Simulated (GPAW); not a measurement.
# Dielectric function and optical constants of GaN

Aim: the dielectric function of GaN, and the optical constants that follow from it.

Calculated with GPAW 26.7.0; DFT, LDA, plane-wave PAW (GPAW data sets), scalar-relativistic, RPA, optical limit.

Most raw output is cut from this account.

### 1. The structure

The structure is cubic, space group F-43m (No. 216). The conventional cell has a = 4.507 Å, b = 4.507 Å, c = 4.507 Å, α = 90.00°, β = 90.00°, γ = 90.00°. Nearest to Ga lie 4 N at 1.95 Å. Nearest to N lie 4 Ga at 1.95 Å. Farther neighbours and most contacts between anions are not listed.

Structure file:

```cif
data_structure
_symmetry_space_group_name_H-M 'F-43m'
_symmetry_Int_Tables_number 216
_cell_length_a 4.5070
_cell_length_b 4.5070
_cell_length_c 4.5070
_cell_angle_alpha 90.000
_cell_angle_beta 90.000
_cell_angle_gamma 90.000
_cell_volume 91.55
loop_
_atom_site_label
_atom_site_type_symbol
_atom_site_symmetry_multiplicity
_atom_site_Wyckoff_symbol
_atom_site_fract_x
_atom_site_fract_y
_atom_site_fract_z
_atom_site_occupancy
Ga1 Ga 4 a 0.00000 0.00000 0.00000 1
N1 N 4 d 0.25000 0.25000 0.75000 1
```

### 2. Ground state

The self-consistent density comes first; it also tells whether there is a gap, which decides the occupations and the need for a Drude term.

This step: DFT, LDA, plane-wave PAW (GPAW data sets), scalar-relativistic, ground state (GPAW 26.7.0).

gs.py reads:

```python
from ase import Atoms
from ase.dft.bandgap import bandgap
from gpaw import GPAW, PW, FermiDirac

atoms = Atoms(['Ga', 'N'],
              cell=[[0.000000000000, 2.253500607500, 2.253500607500],
                    [2.253500607500, 0.000000000000, 2.253500607500],
                    [2.253500607500, 2.253500607500, 0.000000000000]],
              scaled_positions=[[0.000000000000, 0.000000000000, 0.000000000000],
                                [0.250000000000, 0.250000000000, 0.250000000000]],
              pbc=[True, True, True])
atoms.calc = GPAW(mode=PW(500), xc='LDA', kpts={'size': (9, 9, 9), 'gamma': True},
                  occupations=FermiDirac(0.05), maxiter=150, txt='gs.txt')
print('energy (eV)', atoms.get_potential_energy())
print('Fermi level (eV)', atoms.calc.get_fermi_level())
print('valence electrons', atoms.calc.get_number_of_electrons())
print('gap (eV)', bandgap(atoms.calc, output=None)[0])
print('direct gap (eV)', bandgap(atoms.calc, direct=True, output=None)[0])
atoms.calc.write('gs.gpw')
```

On the command line:

```sh
$ OMP_NUM_THREADS=1 python gs.py
```

Run time: 5.2 s. Hardware: 1 thread of Arm Neoverse V1, shared host; peak memory 0.12 GiB.

Numbers from this step:

```
energy                 : -13.25 eV
Fermi energy           : 6.983 eV
gap on the k-mesh      : 1.743 eV
direct gap on the mesh : 1.743 eV
electrons              : 8
```

There is a gap, 1.74 eV on this mesh (points off the mesh can give less), so no carriers' term is needed.

### 3. Bands for the response

The response needs many more empty bands than the density does.

This step: DFT, LDA, plane-wave PAW (GPAW data sets), scalar-relativistic, bands at fixed density (GPAW 26.7.0).

nscf.py reads:

```python
from ase.dft.bandgap import bandgap
from gpaw import GPAW, FermiDirac

calc = GPAW('gs.gpw').fixed_density(kpts={'size': (13, 13, 13), 'gamma': True}, nbands=30, convergence={'bands': 24},
                                    occupations=FermiDirac(0.001), txt='nscf.txt')
print('gap (eV)', bandgap(calc, output=None)[0])
print('direct gap (eV)', bandgap(calc, direct=True, output=None)[0])
print('top band over the Fermi level (eV)', min(calc.get_eigenvalues(kpt=k)[23] for k in range(len(calc.get_ibz_k_points()))) - calc.get_fermi_level())
calc.write('full.gpw', mode='all')
```

On the command line:

```sh
$ OMP_NUM_THREADS=1 python nscf.py
```

It took 30 s on 1 thread; peak memory 0.16 GiB.

### 4. Dielectric function, RPA

Local fields let the induced charge screen the field inside the cell, which as a rule lowers ε, most along directions where the density is uneven.

This step: DFT, LDA, plane-wave PAW (GPAW data sets), scalar-relativistic, RPA, optical limit (GPAW 26.7.0).

df.py reads:

```python
from gpaw.response.df import DielectricFunction

df = DielectricFunction('full.gpw', frequencies={'type': 'nonlinear', 'domega0': 0.03, 'omega2': 8},
                        ecut=50,
                        eta=0.15,
                        nbands=24,
                        txt='df.txt')
for direction in ['x']:
    df.get_dielectric_function(xc='RPA', direction=direction, filename=f'df_{direction}.csv')
```

On the command line:

```sh
$ OMP_NUM_THREADS=1 python df.py
```

Run time: 4.8 s. Hardware: 1 thread; peak memory 0.2 GiB.

This step gave:

| Property | Result |
| --- | --- |
| electronic dielectric constant ε∞, mean over x, y and z (by symmetry where fewer were run) | 5.895 |
| main peak of Im epsilon, first axis | 7.097 eV |

Some rows of df_x.csv (energy; Re and Im without local fields; Re and Im with them):

```text
0.000000, 6.092248, -0.000000, 5.894671, -0.000000
0.429336, 6.128915, 0.026571, 5.931763, 0.026899
0.878195, 6.258710, 0.065260, 6.063337, 0.066286
1.347938, 6.571609, 0.175984, 6.382047, 0.179944
1.840057, 6.468440, 0.692310, 6.270870, 0.712907
2.356191, 7.332548, 1.644735, 7.161355, 1.697984
2.898142, 6.659535, 1.261499, 6.444296, 1.313565
3.467895, 7.127818, 2.310129, 6.901738, 2.417731
4.067647, 6.607514, 1.675503, 6.288834, 1.751325
4.699832, 7.167292, 2.786140, 6.787794, 2.921633
5.367152, 7.829205, 4.532718, 7.316184, 4.719020
6.072622, 6.886029, 7.434546, 6.053932, 7.474465
6.819608, 4.522486, 8.200012, 3.856900, 7.853290
7.611886, 2.403062, 7.504641, 1.722270, 6.930703
8.453705, 2.752372, 3.515945, 1.626152, 2.898974
9.349861, 1.263528, 6.891008, 1.315754, 5.371609
10.305790, -0.346898, 5.234496, 0.176165, 4.185244
11.327680, -1.043673, 6.073494, 0.356513, 5.046392
12.422601, -2.857188, 3.145202, -2.179696, 3.745043
13.598673, -2.020747, 1.653564, -1.853070, 1.954524
```

Values under the direct gap are tails of Lorentzian lines. The Im ε, E ∥ x by photon energy; read off at these points:

```
photon energy (eV)  Im ε, E ∥ x
              0.00            0
              0.50       0.0319
              1.00       0.0827
              1.50        0.312
              2.00        0.509
              2.50         1.79
              3.00         1.53
              3.50         2.52
              4.00         1.95
              4.50         3.07
              5.00         2.95
              5.50         4.77
              6.00         7.30
              6.07         7.47
              6.50         7.11
              7.00         7.90
              7.10         8.04
              7.50         6.46
              8.00         5.40
              8.50         2.99
              9.00         5.64
              9.50         5.59
             10.00         4.38
             10.50         3.81
             11.00         4.41
             11.50         4.99
             11.71         5.31
             12.00         4.98
             12.50         3.47
             13.00         3.03
             13.50         2.14
```

Table of Re ε, E ∥ x by photon energy:

photon energy (eV), Re ε, E ∥ x and a bar from the least value:
```
      0.0       5.89 ##########################
      0.5       5.95 ##########################
      1.0       6.12 ###########################
      1.5       6.56 ############################
      2.0       6.53 ############################
      2.5       6.23 ###########################
      3.0       6.58 #############################
      3.5       6.79 #############################
      4.0       6.21 ###########################
      4.5       6.87 #############################
      5.0       7.03 ##############################
      5.5       6.54 ############################
      6.0       6.95 ##############################
      6.5       5.64 #########################
      7.0       3.24 ##################
      7.5       1.84 #############
      8.0      -0.51 #####
      8.5       2.03 ##############
      9.0       2.10 ##############
      9.5       1.07 ##########
     10.0      -0.20 ######
     10.5       0.35 ########
     11.0       0.76 #########
     11.5       0.10 #######
     12.0      -1.20 ###
     12.5      -2.09 
     13.0      -1.91 #
     13.5      -2.02
```

The reflectivity at normal incidence, E ∥ x has structure finer than the step of the table below, so its rows give means over 0.5 eV, whole bins alone (the curve runs from 0 to 14.0 eV). Peaks (eV: height): 7.97: 34.9, 9.89: 32.8, 12.42: 44.0, 13.51: 48.9.

Table of reflectivity at normal incidence, E ∥ x by photon energy; means over each step:

```
photon energy (eV)  reflectivity at normal incidence, E ∥ x (%)
               0.5                                         17.5
               1.0                                         18.0
               1.5                                         19.2
               2.0                                         19.5
               2.5                                         20.1
               3.0                                         19.7
               3.5                                         21.1
               4.0                                         19.9
               4.5                                         22.6
               5.0                                         23.6
               5.5                                         25.6
               6.0                                         29.8
               6.5                                         30.1
               7.0                                         32.8
               7.5                                         31.7
               8.0                                         32.0
               8.5                                         19.1
               9.0                                         26.4
               9.5                                         29.1
              10.0                                         30.0
              10.5                                         25.2
              11.0                                         26.0
              11.5                                         31.0
              12.0                                         37.8
              12.5                                         42.6
              13.0                                         42.6
              13.5                                         47.4
```

The loss function −Im 1/ε at q → 0, E ∥ x has structure finer than the step of the table below, so its rows give means over 0.5 eV, whole bins alone (the curve runs from 0 to 14.0 eV). Peaks (eV: height): 8.39: 0.298, 10.52: 0.262.

Values under the direct gap are tails of Lorentzian lines. Loss function −Im 1/ε at q → 0, E ∥ x against energy loss; means over each step:

```
energy loss (eV)  loss function −Im 1/ε at q → 0, E ∥ x
             0.5                                 9.2e-4
             1.0                                0.00229
             1.5                                0.00915
             2.0                                 0.0149
             2.5                                 0.0348
             3.0                                 0.0331
             3.5                                 0.0468
             4.0                                 0.0432
             4.5                                 0.0497
             5.0                                 0.0520
             5.5                                 0.0637
             6.0                                 0.0731
             6.5                                 0.0906
             7.0                                  0.110
             7.5                                  0.140
             8.0                                  0.196
             8.5                                  0.227
             9.0                                  0.157
             9.5                                  0.175
            10.0                                  0.216
            10.5                                  0.247
            11.0                                  0.217
            11.5                                  0.196
            12.0                                  0.187
            12.5                                  0.214
            13.0                                  0.237
            13.5                                  0.256
```

Values under the direct gap are tails of Lorentzian lines. Table of Im ε, E ∥ x by photon energy; read off at these points:

```
photon energy (eV)  without local fields  with local fields
             0.000                     0                  0
             0.250                0.0150             0.0152
             0.500                0.0315             0.0319
             0.750                0.0519             0.0526
             1.000                0.0813             0.0827
             1.250                 0.136              0.139
             1.500                 0.304              0.312
             1.750                 0.834              0.858
             2.000                 0.494              0.509
             2.250                 0.971               1.00
             2.500                  1.72               1.79
             2.750                  1.44               1.50
             3.000                  1.46               1.53
             3.250                  1.42               1.48
             3.500                  2.41               2.52
             3.750                  2.13               2.24
             4.000                  1.86               1.95
             4.250                  1.86               1.94
             4.500                  2.92               3.07
             4.750                  2.84               2.97
             5.000                  2.82               2.95
             5.250                  3.98               4.14
             5.500                  4.60               4.77
             5.750                  4.45               4.54
             6.000                  7.23               7.30
             6.073                  7.43               7.47
             6.250                  6.66               6.53
             6.500                  7.46               7.11
             6.750                  8.28               7.88
             7.000                  8.35               7.90
             7.097                  8.59               8.04
             7.250                  7.73               7.31
             7.500                  6.94               6.46
             7.670                  7.65               7.06
             7.750                  7.43               6.85
             8.000                  5.84               5.40
             8.250                  4.17               3.72
             8.500                  3.72               2.99
             8.750                  6.12               4.63
             9.000                  7.48               5.64
             9.250                  7.00               5.45
             9.500                  7.14               5.59
             9.750                  6.98               5.63
            10.000                  5.28               4.38
            10.250                  5.33               4.25
            10.500                  4.72               3.81
            10.750                  5.38               4.22
            11.000                  5.61               4.41
            11.250                  6.15               4.96
            11.500                  5.77               4.99
            11.750                  5.44               5.29
            12.000                  4.69               4.98
            12.250                  3.83               4.50
            12.500                  2.94               3.47
            12.750                  2.89               3.25
            13.000                  2.58               3.03
            13.250                  2.31               2.77
            13.500                  1.77               2.14
            13.750                  1.63               1.89
```

From ε follow the optical constants at some laser and lamp lines:

```
wavelength (nm)     n      k  R (%)     1/α
           1550  2.46  0.012   17.8   11 µm
           1064  2.49  0.023   18.3  3.7 µm
            800  2.58  0.076   19.5  836 nm
            532  2.70  0.280   21.6  151 nm
            450  2.52  0.296   19.3  121 nm
            248  2.71  0.546   22.9   36 nm
            193  2.68  1.248   29.0   12 nm
```

Below the direct gap, k and the depth come from the tails of the Lorentzian lines, not from transitions.

Rows near the edge hang on the gap, which this functional as a rule makes too small, and phonon-assisted absorption is left out.

### 5. Outcome

| Item | Value |
| --- | --- |
| electronic dielectric constant ε∞, mean over x, y and z (by symmetry where fewer were run) (RPA) | 5.89 |
| main peak of Im epsilon, first axis | 7.10 eV |

**Reading.** At this level (LDA, RPA) GaN has ε∞ = 5.89 and n = 2.46 at 1550 nm, and Im ε peaks at 7.1 eV. On the mesh the gap is 1.74 eV and the least direct gap 1.74 eV. Local fields change the static value along x from 6.09 to 5.89 (-3 %). Distinct maxima of Im ε, read by a parabola through the highest points, lie at 6.06 eV (7.5), 7.10 eV (8.0), 7.67 eV (7.1) and 9.05 eV (5.7). Excitons and phonon-assisted transitions are missing; LDA gaps are as a rule too small, which pulls the onset down and ε∞ up. The sum runs over mesh points, so small or evenly spaced maxima can still be ripples of the mesh.

[Machine, clock and banner lines and Python warnings are left out of the logs.]

[Logs are printed without paths, hosts, clocks, repeated set-up lines and the standing remarks that a program may print on its own settings, such as how far it seeks lower states.]

[Hosts, paths, dates, database ids (printed as entryN), source tags and the programs' standing remarks are cut or masked in the printed files.]
